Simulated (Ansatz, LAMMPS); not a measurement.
**A frame of amorphous polycarbonate of ethylene (as short chains C11O9H18) from 300 K (152 atoms) under strain**

How stiff is a frame of amorphous polycarbonate of ethylene (as short chains C11O9H18) from 300 K (152 atoms), and how do its levels respond to strain?

Program: Ansatz 0.2.0. Level of theory: Kohn-Sham DFT, LDA, PAW (set soft_2), plane waves. Results are calculated unless marked as measured.

## 1. The starting structure

The cell holds 152 atoms: 44 C, 36 O and 72 H. Its edges and angles: a = 11.509 Å, b = 11.509 Å, c = 11.509 Å, α = 90.0°, β = 90.0°, γ = 90.0°. 4 polycarbonate of ethylene chains of 3 units with methyl end groups placed at random, at 1.28 g/cm³; overlaps pushed apart, then 20 ps at 800 K with MMFF94 bonds, angles, torsions, charges and radii (Halgren, J. Comput. Chem. 17, 490 (1996)) in harmonic and 12-6 forms. Snapshot after 30 ps at 300 K and fixed volume.

Limits known from the start: The network of contacts between molecules at the start is that of the classical potential that made the cell, and needn't be the one that DFT or experiment would give. Sampling is at Γ alone.

## 2. Single point at the start

A single point comes first, to see the forces before anything moves.

input.yaml reads:

```yaml
crystal:
  lattice:
    - [11.5093, 0.0, 0.0]
    - [0.0, 11.5093, 0.0]
    - [0.0, 0.0, 11.5093]
  atoms:
    - { symbol: C, position: [0.10218, 0.52889, 0.82842] }
    - { symbol: O, position: [0.09421, 0.46544, 0.73091] }
    - { symbol: C, position: [0.04355, 0.35886, 0.74461] }
    - { symbol: O, position: [0.03819, 0.3013, 0.83421] }
    - { symbol: O, position: [0.98982, 0.33857, 0.64357] }
    - { symbol: C, position: [0.92961, 0.23319, 0.63733] }
    - { symbol: C, position: [0.97031, 0.16627, 0.52653] }
    - { symbol: O, position: [0.08846, 0.1251, 0.53752] }
    - { symbol: C, position: [0.10942, 0.06926, 0.4406] }
    - { symbol: O, position: [0.04344, 0.05528, 0.3602] }
    - { symbol: O, position: [0.21776, 0.01986, 0.45227] }
    - { symbol: C, position: [0.24735, 0.95243, 0.35104] }
    - { symbol: C, position: [0.29982, 0.02362, 0.25392] }
    - { symbol: O, position: [0.41952, 0.05993, 0.27812] }
    - { symbol: C, position: [0.42054, 0.16954, 0.32863] }
    - { symbol: O, position: [0.33728, 0.22838, 0.34848] }
    - { symbol: O, position: [0.53373, 0.19772, 0.35965] }
    - { symbol: C, position: [0.53945, 0.31626, 0.39075] }
    - { symbol: C, position: [0.65709, 0.33936, 0.45259] }
    - { symbol: C, position: [0.75045, 0.32726, 0.36413] }
    - { symbol: H, position: [0.08444, 0.6229, 0.82511] }
    - { symbol: H, position: [0.03309, 0.49554, 0.88723] }
    - { symbol: H, position: [0.18348, 0.5046, 0.86842] }
    - { symbol: H, position: [0.95312, 0.18404, 0.71587] }
    - { symbol: H, position: [0.83926, 0.25617, 0.63368] }
    - { symbol: H, position: [0.95773, 0.21881, 0.4506] }
    - { symbol: H, position: [0.91765, 0.09183, 0.51724] }
    - { symbol: H, position: [0.17176, 0.90188, 0.31333] }
    - { symbol: H, position: [0.30982, 0.88986, 0.37732] }
    - { symbol: H, position: [0.25236, 0.10581, 0.23364] }
    - { symbol: H, position: [0.30345, 0.97072, 0.17281] }
    - { symbol: H, position: [0.46885, 0.33949, 0.44906] }
    [... 114 atom lines left out ...]
    - { symbol: H, position: [0.9348, 0.01411, 0.92582] }
    - { symbol: H, position: [0.09375, 0.82814, 0.80407] }
    - { symbol: H, position: [0.99336, 0.9127, 0.73123] }
    - { symbol: H, position: [0.20517, 0.00396, 0.86301] }
    - { symbol: H, position: [0.18666, 0.98841, 0.7088] }
    - { symbol: H, position: [0.10916, 0.0908, 0.7826] }
kpoints:
  mp_grid: { grid: [1, 1, 1] }
hamiltonian:
  xc: lda
scf:
  occupations: { method: fixed }
output:
  forces: true
```

Command:

```sh
$ ansatz run input.yaml --threads 4 --pin off --max-ram 8192MiB --backend cpu --events-out ev --progress --plain --runs-dir out
```

Numbers of over 12 decimals in the logs are rounded to 6 here.

Log:

```text
Engine: ansatz 0.2.0, x86_64-unknown-linux-gnu
Pseudopotentials: kind: paw
Pseudopotential: C, paw, valence charge 4, recommended cutoff 420 eV (normal), C.paw.azcp
Pseudopotential: O, paw, valence charge 6, recommended cutoff 420 eV (normal), O.paw.azcp
Pseudopotential: H, paw, valence charge 1, recommended cutoff 420 eV (normal), H.paw.azcp
[... 3 lines on functional and potentials left out ...]
Crystal: 152 atoms, lattice volume = 1524.568 Å³
Basis set: ecut = 420 eV, 29711 PW (Γ)
Bands: 384, of which v1, the nominal top of the filled ones, is band 232 counted from 1 (231 counted from 0)
Symmetry: 1 space group operations
Space group: P1 (ITA 1), of the structure as read, at distance tolerance 1.2e-4 Å
k-points: 1
[... 9 lines on functional and potentials left out ...]
Initial density: superposition of atomic densities (neutral atoms: chi_scale 0, normalization atom), corrected by the library's trained network
Initial wavefunctions: pseudopotential atomic-orbital guess
Functional: x = slater, c = lda
SCF iter   1: F=—  HF=-31781.771274 eV  |F-HF|=—  |Δ(HF+E_count)|=         —  Δρ=1.11e-2  dr2=1.44e0  ethr=1.77e-3  ⟨swp⟩=5.0  Hψ=1207  notcnv=0  defer=149
preconditioner: auto → Resta (q_TF=auto, 2.238 Å⁻¹)  ε∞=2.5  [insulator: Δε(μ)=5.154 eV  Ē_g=16.812 eV  n_scr=256 (ndim 8)  ℏωp=20.5 eV  f_vac=0.234  ε∞_Penn≈2.5]
SCF iter   2: F=—  HF=-31781.366737 eV  |F-HF|=—  |Δ(HF+E_count)|=   4.05e-1  Δρ=4.76e-3  dr2=2.67e-1  ethr=3.11e-4  ⟨swp⟩=2.0  Hψ=600  notcnv=0  defer=150
SCF iter   3: F=—  HF=-31781.293513 eV  |F-HF|=—  |Δ(HF+E_count)|=   7.32e-2  Δρ=2.23e-3  dr2=7.21e-2  ethr=5.75e-5  ⟨swp⟩=3.0  Hψ=446  notcnv=0  defer=68
automatic band count: iteration 3 solves 302 bands in place of 384: the levels show a gap, and the empty bands left out lie too high to hold charge; the band table lists the bands solved (type scf.n_extra_bands for more)
SCF iter   4: F=—  HF=-31781.275635 eV  |F-HF|=—  |Δ(HF+E_count)|=   1.79e-2  Δρ=7.62e-4  dr2=8.65e-3  ethr=1.55e-5  ⟨swp⟩=3.0  Hψ=447  notcnv=0  defer=68
SCF iter   5: F=—  HF=-31781.274554 eV  |F-HF|=—  |Δ(HF+E_count)|=   1.08e-3  Δρ=3.27e-4  dr2=1.54e-3  ethr=1.87e-6  ⟨swp⟩=2.0  Hψ=469  notcnv=0  defer=68
SCF iter   6: F=—  HF=-31781.274613 eV  |F-HF|=—  |Δ(HF+E_count)|=   5.95e-5  Δρ=1.05e-4  dr2=2.15e-4  ethr=3.33e-7  ⟨swp⟩=2.0  Hψ=463  notcnv=0  defer=67
SCF iter   7: F=—  HF=-31781.274626 eV  |F-HF|=—  |Δ(HF+E_count)|=   1.30e-5  Δρ=4.05e-5  dr2=2.64e-5  ethr=4.62e-8  ⟨swp⟩=2.0  Hψ=463  notcnv=0  defer=66
SCF iter   8: F=—  HF=-31781.274719 eV  |F-HF|=—  |Δ(HF+E_count)|=   9.34e-5  Δρ=2.32e-5  dr2=7.55e-6  ethr=5.69e-9  ⟨swp⟩=2.0  Hψ=529  notcnv=0  defer=66
SCF iter   9: F=—  HF=-31781.274720 eV  |F-HF|=—  |Δ(HF+E_count)|=   8.96e-7  Δρ=6.52e-6  dr2=6.87e-7  ethr=1.63e-9  ⟨swp⟩=2.0  Hψ=463  notcnv=0  defer=66
SCF iter  10: F=—  HF=-31781.274721 eV  |F-HF|=—  |Δ(HF+E_count)|=   4.14e-7  Δρ=3.97e-6  dr2=2.32e-7  ethr=1.48e-10  ⟨swp⟩=2.0  Hψ=469  notcnv=0  defer=66
SCF iter  11: F=-31781.274721 eV  HF=-31781.274721 eV  |F-HF|=2.42e-8  |Δ(HF+E_count)|=   5.04e-8  Δρ=1.00e-6  dr2=1.93e-8  ethr=2.16e-11  ⟨swp⟩=4.0  Hψ=947  notcnv=0
SCF 1 converged in 11 iterations: F = -31781.274721 eV  dr2 = 1.93e-8
  greatest PAW one-centre occupation: 0.874 electrons in one spin orbital (limit 2), on the O atom at site 15 (counted from 0), in its partial waves of l = 0
SCF converged after 11 iterations
Free energy (F): -31781.274721 eV
Harris-Foulkes:  -31781.274721 eV  (|F-HF|=2.42e-8)
Internal energy: -31781.274721 eV  (E = F + TS)
E sigma→0 (E₀):  -31781.274721 eV
Fermi energy:    -1.093676 eV
--- Per-component energies (eV) ---
  E_band       = -3880.959186
  E_kinetic    = 11235.264651
  E_local      = -37327.676534  (includes V_loc(G=0)·N_el)
  E_nonlocal   = 3161.614994
  E_hartree    = 13740.054223
  E_xc         = -5278.495593
  E_vxc        = -6710.954304  (∫ρ·V_xc dr)
  E_paw        = -9384.725839  (= ΣΔE_a)
  E_vpaw       = -1719.310848  (= ΣTr[D̂ρ^β])
  E_aug_tail   = -0.004190  (compensation charges beyond the density's cutoff)
  E_ewald      = -7933.560237
  E_core_change = 6.253804  (= ΣΔE_core)
  E_smearing   = -0.000000  (= −TS)
  E_closure    = 0.000000  (closes the sum)
  Σ components = -31781.274721   (vs F -31781.274721, Δ=0.00e0)
--- Forces (eV/Å), atoms counted from 1 ---
  atom   1  C     -0.67381166     0.00808210     3.07425718
  atom   2  O     -1.09433103    -1.96216107    -2.59410120
  atom   3  C     -0.51883685     0.90436184     0.29932115
  atom   4  O      0.34121763     1.04265899    -1.62942453
  atom   5  O      1.05412849     0.25642331     0.69598343
  atom   6  C      2.00951738    -1.34431385    -1.30187178
  atom   7  C     -0.20536421     1.40024393     2.86872256
  atom   8  O     -1.26520310     1.08497075    -0.07071773
  atom   9  C      1.71606878    -1.56583687    -0.27032556
  atom  10  O      0.63879761     0.18592531     0.15980554
  atom  11  O     -1.22914243    -0.12450752    -1.26149132
  atom  12  C     -0.69861981     0.87055910    -0.85819788
  atom  13  C      0.47731883     0.53050083    -0.22933055
  atom  14  O     -0.81899405     1.60262889     0.88435305
[...]
atom 151  H      0.83779179    -0.11209129    -0.51566800
  atom 152  H     -0.23798725     0.57531718     0.21270936
  max |Σ_I F_I| component: 1.18e-4 eV/Å
```

Run time: 8.8 s. Hardware: 4 threads of Intel Xeon Platinum 8375C at 2.90GHz (Ice Lake), shared host; peak memory 1.7 GiB.

Reading the cycles: dr2 is the Hartree energy of the density residual (eV), the measure of convergence; HF is the Harris–Foulkes estimate of the energy, which meets the free energy F at convergence.

The r.m.s. force at the start is 1.1 eV/Å.

## 3. Cell and atoms relaxed

The cell is relaxed with the atoms, since the starting lattice needn't suit this functional.

input.yaml reads:

```yaml
crystal:
  lattice:
    - [11.5093, 0.0, 0.0]
    - [0.0, 11.5093, 0.0]
    - [0.0, 0.0, 11.5093]
  atoms:
    [... the 152 atom lines of step 2 ...]
kpoints:
  mp_grid: { grid: [1, 1, 1] }
hamiltonian:
  xc: lda
scf:
  occupations: { method: fixed }
output:
  forces: true
relax:
  f_tol: 0.05
  max_steps: 150
  cell: {}
```

Log:

```text
[...]
Crystal: 152 atoms, lattice volume = 1524.568 Å³
Basis set: ecut = 420 eV, 29711 PW (Γ)
Bands: 384, of which v1, the nominal top of the filled ones, is band 232 counted from 1 (231 counted from 0)
Symmetry: 1 space group operations
[...]
k-points: 1
[...]
SCF iter   1: F=—  HF=-31781.771274 eV  |F-HF|=—  |Δ(HF+E_count)|=         —  Δρ=1.11e-2  dr2=1.44e0  ethr=1.77e-3  ⟨swp⟩=5.0  Hψ=1207  notcnv=0  defer=149
[...]
SCF iter   5: F=—  HF=-31781.274570 eV  |F-HF|=—  |Δ(HF+E_count)|=   1.08e-3  Δρ=3.27e-4  dr2=1.54e-3  ethr=1.87e-6  ⟨swp⟩=2.0  Hψ=469  notcnv=0  defer=68
[...]
SCF iter  10: F=—  HF=-31781.274721 eV  |F-HF|=—  |Δ(HF+E_count)|=   4.15e-7  Δρ=3.98e-6  dr2=2.32e-7  ethr=1.48e-10  ⟨swp⟩=2.0  Hψ=469  notcnv=0  defer=66
SCF iter  11: F=-31781.274721 eV  HF=-31781.274721 eV  |F-HF|=2.42e-8  |Δ(HF+E_count)|=   5.04e-8  Δρ=1.00e-6  dr2=1.93e-8  ethr=2.16e-11  ⟨swp⟩=4.0  Hψ=947  notcnv=0
SCF 1 converged in 11 iterations: F = -31781.274721 eV  dr2 = 1.93e-8
[...]
relax step   1: F+E_penalty+E_count = -31781.27472076 eV  Δ(F+E_penalty+E_count) = +0.000e0 eV  max|allowed force component| = 3.821e0 eV/Å  Δτ_max = 0.0000 Å  P = -1.870 GPa  Ω = 1524.568 Å³  (11 SCF iters, dr2 threshold 1.00e-7 eV, accepted)
[... from here on, the SCF cycles and remarks between the steps are left out ...]
relax step   2: F+E_penalty+E_count = -31787.33431575 eV  Δ(F+E_penalty+E_count) = -6.060e0 eV  max|allowed force component| = 1.708e0 eV/Å  Δτ_max = 0.1995 Å  P = -1.474 GPa  Ω = 1468.658 Å³  energy of the carried Pulay correction = +2.486e-1 eV  (8 SCF iters, dr2 threshold 1.52e-5 eV, accepted)
relax step   3: F+E_penalty+E_count = -31788.93963920 eV  Δ(F+E_penalty+E_count) = -1.605e0 eV  max|allowed force component| = 9.889e-1 eV/Å  Δτ_max = 0.1919 Å  P = -0.782 GPa  Ω = 1430.883 Å³  energy of the carried Pulay correction = +4.218e-1 eV  (8 SCF iters, dr2 threshold 1.52e-5 eV, accepted)
relax step   4: F+E_penalty+E_count = -31789.35895098 eV  Δ(F+E_penalty+E_count) = -4.193e-1 eV  max|allowed force component| = 3.101e-1 eV/Å  Δτ_max = 0.2000 Å  P = -0.536 GPa  Ω = 1427.343 Å³  energy of the carried Pulay correction = +4.383e-1 eV  (8 SCF iters, dr2 threshold 1.52e-5 eV, accepted)
relax step   5: F+E_penalty+E_count = -31789.65785352 eV  Δ(F+E_penalty+E_count) = -2.989e-1 eV  max|allowed force component| = 3.225e-1 eV/Å  Δτ_max = 0.1891 Å  P = -0.225 GPa  Ω = 1411.156 Å³  energy of the carried Pulay correction = +5.141e-1 eV  (8 SCF iters, dr2 threshold 6.01e-6 eV, accepted)
relax step   6: F+E_penalty+E_count = -31789.78977389 eV  Δ(F+E_penalty+E_count) = -1.319e-1 eV  max|allowed force component| = 3.845e-1 eV/Å  Δτ_max = 0.1620 Å  P = -0.075 GPa  Ω = 1404.849 Å³  energy of the carried Pulay correction = +5.439e-1 eV  (8 SCF iters, dr2 threshold 6.50e-6 eV, accepted)
relax step   7: F+E_penalty+E_count = -31789.85931368 eV  Δ(F+E_penalty+E_count) = -6.954e-2 eV  max|allowed force component| = 3.951e-1 eV/Å  Δτ_max = 0.1569 Å  P = -0.070 GPa  Ω = 1404.209 Å³  energy of the carried Pulay correction = +5.469e-1 eV  (7 SCF iters, dr2 threshold 9.24e-6 eV, accepted)
relax step   8: F+E_penalty+E_count = -31789.91006123 eV  Δ(F+E_penalty+E_count) = -5.075e-2 eV  max|allowed force component| = 2.834e-1 eV/Å  Δτ_max = 0.1471 Å  P = -0.048 GPa  Ω = 1402.689 Å³  energy of the carried Pulay correction = +5.541e-1 eV  (7 SCF iters, dr2 threshold 9.76e-6 eV, accepted)
relax step   9: F+E_penalty+E_count = -31789.94060231 eV  Δ(F+E_penalty+E_count) = -3.054e-2 eV  max|allowed force component| = 2.560e-1 eV/Å  Δτ_max = 0.1284 Å  P = -0.131 GPa  Ω = 1401.576 Å³  energy of the carried Pulay correction = +5.594e-1 eV  (7 SCF iters, dr2 threshold 5.02e-6 eV, accepted)
relax step  10: F+E_penalty+E_count = -31789.92458821 eV  Δ(F+E_penalty+E_count) = +1.601e-2 eV  max|allowed force component| = 1.278e0 eV/Å  Δτ_max = 0.0965 Å  P = +0.362 GPa  Ω = 1401.484 Å³  energy of the carried Pulay correction = +5.598e-1 eV  (7 SCF iters, dr2 threshold 4.10e-6 eV, rejected (line search))
relax step  11: F+E_penalty+E_count = -31789.96333169 eV  Δ(F+E_penalty+E_count) = -2.273e-2 eV  max|allowed force component| = 1.050e-1 eV/Å  Δτ_max = 0.0465 Å  P = -0.013 GPa  Ω = 1400.158 Å³  energy of the carried Pulay correction = +5.661e-1 eV  (12 SCF iters, accepted)
relax step  12: F+E_penalty+E_count = -31789.98895777 eV  Δ(F+E_penalty+E_count) = -2.563e-2 eV  max|allowed force component| = 3.301e-1 eV/Å  Δτ_max = 0.0973 Å  P = -0.065 GPa  Ω = 1397.427 Å³  energy of the carried Pulay correction = +5.790e-1 eV  (8 SCF iters, dr2 threshold 6.89e-7 eV, accepted)
relax step  13: F+E_penalty+E_count = -31790.00664939 eV  Δ(F+E_penalty+E_count) = -1.769e-2 eV  max|allowed force component| = 1.471e-1 eV/Å  Δτ_max = 0.0690 Å  P = -0.025 GPa  Ω = 1395.686 Å³  energy of the carried Pulay correction = +5.873e-1 eV  (7 SCF iters, dr2 threshold 6.81e-6 eV, accepted)
[...]
relax step  44: F+E_penalty+E_count = -31790.08283292 eV  Δ(F+E_penalty+E_count) = +1.744e-3 eV  max|allowed force component| = 2.924e-2 eV/Å  Δτ_max = 0.0527 Å  P = +0.008 GPa  Ω = 1409.550 Å³  energy of the carried Pulay correction = +5.217e-1 eV  (10 SCF iters, accepted)
relax step  45: F+E_penalty+E_count = -31790.08086449 eV  Δ(F+E_penalty+E_count) = +1.968e-3 eV  max|allowed force component| = 4.857e-2 eV/Å  Δτ_max = 0.0797 Å  P = -0.029 GPa  Ω = 1410.012 Å³  energy of the carried Pulay correction = +5.195e-1 eV  (11 SCF iters, accepted)
relax step  46: F+E_penalty+E_count = -31789.74794947 eV  Δ(F+E_penalty+E_count) = +3.329e-1 eV  max|allowed force component| = 4.532e-2 eV/Å  Δτ_max = 0.0000 Å  P = -0.391 GPa  Ω = 1410.012 Å³  stress off target by 4.93e-1 GPa  SCF on the basis re-selected at this cell (its energy is not comparable with the rows above)  (7 SCF iters)
[...]
relax step  48: F+E_penalty+E_count = -31789.99989507 eV  Δ(F+E_penalty+E_count) = -2.413e-2 eV  max|allowed force component| = 5.460e-2 eV/Å  Δτ_max = 0.0467 Å  P = +0.030 GPa  Ω = 1366.370 Å³  energy of the carried Pulay correction = +1.923e-1 eV  (8 SCF iters, dr2 threshold 3.50e-7 eV, accepted)
relax step  49: F+E_penalty+E_count = -31790.01910440 eV  Δ(F+E_penalty+E_count) = -1.921e-2 eV  max|allowed force component| = 5.824e-2 eV/Å  Δτ_max = 0.0440 Å  P = -0.012 GPa  Ω = 1362.990 Å³  energy of the carried Pulay correction = +2.062e-1 eV  (9 SCF iters, dr2 threshold 1.86e-7 eV, accepted)
relax step  50: F+E_penalty+E_count = -31790.04130800 eV  Δ(F+E_penalty+E_count) = -2.220e-2 eV  max|allowed force component| = 4.697e-2 eV/Å  Δτ_max = 0.0470 Å  P = -0.030 GPa  Ω = 1358.442 Å³  energy of the carried Pulay correction = +2.248e-1 eV  (9 SCF iters, dr2 threshold 2.12e-7 eV, accepted)
relax step  51: F+E_penalty+E_count = -31789.84860002 eV  Δ(F+E_penalty+E_count) = +1.927e-1 eV  max|allowed force component| = 4.546e-2 eV/Å  Δτ_max = 0.0000 Å  P = -0.147 GPa  Ω = 1358.442 Å³  stress off target by 2.00e-1 GPa  SCF on the basis re-selected at this cell (its energy is not comparable with the rows above)  (6 SCF iters)
relax step  52: F+E_penalty+E_count = -31789.95018712 eV  Δ(F+E_penalty+E_count) = -1.016e-1 eV  max|allowed force component| = 8.518e-2 eV/Å  Δτ_max = 0.0865 Å  P = -0.042 GPa  Ω = 1338.263 Å³  energy of the carried Pulay correction = +9.060e-2 eV  (10 SCF iters, dr2 threshold 1.00e-7 eV, accepted)
relax step  53: F+E_penalty+E_count = -31789.95109531 eV  Δ(F+E_penalty+E_count) = -9.082e-4 eV  max|allowed force component| = 2.142e-2 eV/Å  Δτ_max = 0.0219 Å  P = -0.008 GPa  Ω = 1338.493 Å³  energy of the carried Pulay correction = +8.944e-2 eV  (7 SCF iters, dr2 threshold 4.54e-7 eV, accepted)
relax step  54: F+E_penalty+E_count = -31789.95544349 eV  Δ(F+E_penalty+E_count) = -4.348e-3 eV  max|allowed force component| = 6.575e-2 eV/Å  Δτ_max = 0.0662 Å  P = +0.012 GPa  Ω = 1337.978 Å³  energy of the carried Pulay correction = +9.116e-2 eV  (11 SCF iters, accepted)
relax step  55: F+E_penalty+E_count = -31789.96387817 eV  Δ(F+E_penalty+E_count) = -8.435e-3 eV  max|allowed force component| = 4.372e-2 eV/Å  Δτ_max = 0.0652 Å  P = -0.005 GPa  Ω = 1336.266 Å³  energy of the carried Pulay correction = +9.816e-2 eV  (8 SCF iters, dr2 threshold 2.70e-7 eV, accepted)
relax step  56: F+E_penalty+E_count = -31789.85773356 eV  Δ(F+E_penalty+E_count) = +1.061e-1 eV  max|allowed force component| = 4.515e-2 eV/Å  Δτ_max = 0.0000 Å  P = -0.033 GPa  Ω = 1336.266 Å³  stress off target by 7.03e-2 GPa  SCF on the basis re-selected at this cell (its energy is not comparable with the rows above)  (6 SCF iters)
relax step  57: F+E_penalty+E_count = -31789.89429521 eV  Δ(F+E_penalty+E_count) = -3.656e-2 eV  max|allowed force component| = 6.420e-2 eV/Å  Δτ_max = 0.1219 Å  P = -0.051 GPa  Ω = 1329.129 Å³  energy of the carried Pulay correction = +3.368e-2 eV  (10 SCF iters, dr2 threshold 1.24e-8 eV, accepted)
relax step  58: F+E_penalty+E_count = -31789.89961214 eV  Δ(F+E_penalty+E_count) = -5.317e-3 eV  max|allowed force component| = 2.384e-2 eV/Å  Δτ_max = 0.0149 Å  P = -0.012 GPa  Ω = 1328.247 Å³  energy of the carried Pulay correction = +3.775e-2 eV  (7 SCF iters, dr2 threshold 2.58e-7 eV, accepted)
relax step  59: F+E_penalty+E_count = -31789.85892318 eV  Δ(F+E_penalty+E_count) = +4.069e-2 eV  max|allowed force component| = 2.384e-2 eV/Å  Δτ_max = 0.0000 Å  P = -0.017 GPa  Ω = 1328.247 Å³  stress off target by 4.31e-2 GPa  SCF on the basis re-selected at this cell (its energy is not comparable with the rows above)  (6 SCF iters)
[...]
SCF converged after 6 iterations
Free energy (F): -31789.858923 eV
[...]
Internal energy: -31789.858923 eV  (E = F + TS)
E sigma→0 (E₀):  -31789.858923 eV
Fermi energy:    -0.271685 eV
[...]
Σ components = -31789.858923   (vs F -31789.858923, Δ=0.00e0)
--- Forces (eV/Å), atoms counted from 1 ---
  atom   1  C     -0.00161051     0.00189107     0.00664369
  atom   2  O     -0.01896672    -0.02232156     0.00057814
  atom   3  C      0.00206174     0.01586061     0.00102509
  atom   4  O      0.01675171     0.00523903    -0.01042271
[...]
atom 152  H      0.00237966    -0.00302255    -0.00029917
  max |Σ_I F_I| component: 6.63e-5 eV/Å
--- Stress (GPa, compression-positive) ---
       -0.009859      -0.010049      -0.009873
       -0.010049      -0.038813      -0.004019
       -0.009873      -0.004019      -0.001215
  P = ⅓ Tr σ = -0.0166 GPa (-0.166 kbar)
--- Relaxed structure (55 steps of the walk, 52 accepted, 4 SCFs on fresh bases) ---
  F+E_penalty+E_count = -31789.85892318 eV   max|allowed force component| = 2.384e-2 eV/Å   (the final SCF, on the basis selected at the relaxed cell)
  cell:  # Å, volume = 1328.2473 Å³
    - [10.955486, 0.110148, -0.176016]
    - [0.110148, 10.751689, 0.119785]
    - [-0.176016, 0.119785, 11.281768]
  atoms:
    - { symbol: C, position: [0.086236, 0.535864, 0.868454] }
    - { symbol: O, position: [0.090770, 0.463029, 0.764865] }
    - { symbol: C, position: [0.015238, 0.368642, 0.760962] }
    - { symbol: O, position: [-0.053205, 0.336930, 0.837620] }
[...]
- { symbol: H, position: [0.144377, 0.079370, 0.738903] }
```

Wall time 6.5 min (4 threads); peak memory 1.7 GiB; 24 min of CPU time.

The relaxation converged after 55 steps, with a largest force component of 0.024 eV/Å.

(Part 1 of 3 ends here.)

[Logs are printed without paths, hosts, clocks, repeated set-up lines and the standing remarks that a program may print on its own settings, such as how far it seeks lower states.]

[Hosts, paths, dates, database ids (printed as entryN), source tags and the programs' standing remarks are cut or masked in the printed files.]

[The MMFF94 radii named for the starting cell were scaled by 0.96; in molecules described by MMFF94, hydrogen bound to N, O or S took a small fixed 12-6 site in their place.]
